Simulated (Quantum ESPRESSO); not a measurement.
## Ta: bcc against A15 under pressure

Which form of Ta has the lower enthalpy, and does pressure change the order? Both are relaxed at the same set pressures.

Calculated with Quantum ESPRESSO 7.5, PBEsol, GBRV 1.5 ultrasoft potentials, cutoff 680 eV, Fermi–Dirac smearing 0.05 eV, k-mesh 19×19×19, no spin polarisation, no spin-orbit coupling.

The A15 cell takes smearing 0.05 eV and a 8×8×8 mesh.

Near zero pressure the bcc cell (Im-3m, 1 atoms) is a = 2.8403 Å, b = 2.8403 Å, c = 2.8403 Å, α = 109.47°, β = 109.47°, γ = 109.47°; the A15 cell (Pm-3n, 8 atoms) is a = 5.2496 Å, b = 5.2496 Å, c = 5.2496 Å, α = 90.00°, β = 90.00°, γ = 90.00°.

```
P (GPa)  V, bcc (Å³)  V, A15 (Å³)  ΔE (meV)  ΔH = ΔE + PΔV (meV)
     −4       17.989       18.444      45.0                 33.7
      0       17.639       18.084      44.9                 44.9
      5       17.240       17.675      45.1                 58.7
     15       16.544       16.961      46.3                 85.3
     20       16.241       16.646      47.7                 98.2
     30       15.701       16.080      51.7                122.7
```

Values are for a formula unit, differences are A15 less bcc, and 1 GPa Å³ = 6.2415 meV. **Question.** Give ΔH at 10 GPa, a row left out above, and the pressure at which the two forms cross, if they do.

Least squares with ΔH = h0 + h1 P + h2 P² gives h0 = 44.9 meV, h1 = 2.79 meV/GPa and h2 = −0.007 meV/GPa². Since dH/dP = V, the slope should equal ΔV: 0.445 Å³ × 6.2415 = 2.78 meV/GPa at 0 GPa. At 10 GPa the fit gives 72.2 meV. The run itself gives 72.2 meV, so the estimate misses by 0.0 meV, a rounding's worth.

ΔH keeps its sign from -4 to 30 GPa, so the bcc form stays lower over the range; the A15 form is less dense and loses further with pressure. This compares two forms alone, at zero temperature, without vibrations or barriers; other forms may lie lower.

[Logs are printed without paths, hosts, clocks, repeated set-up lines and the standing remarks that a program may print on its own settings, such as how far it seeks lower states.]
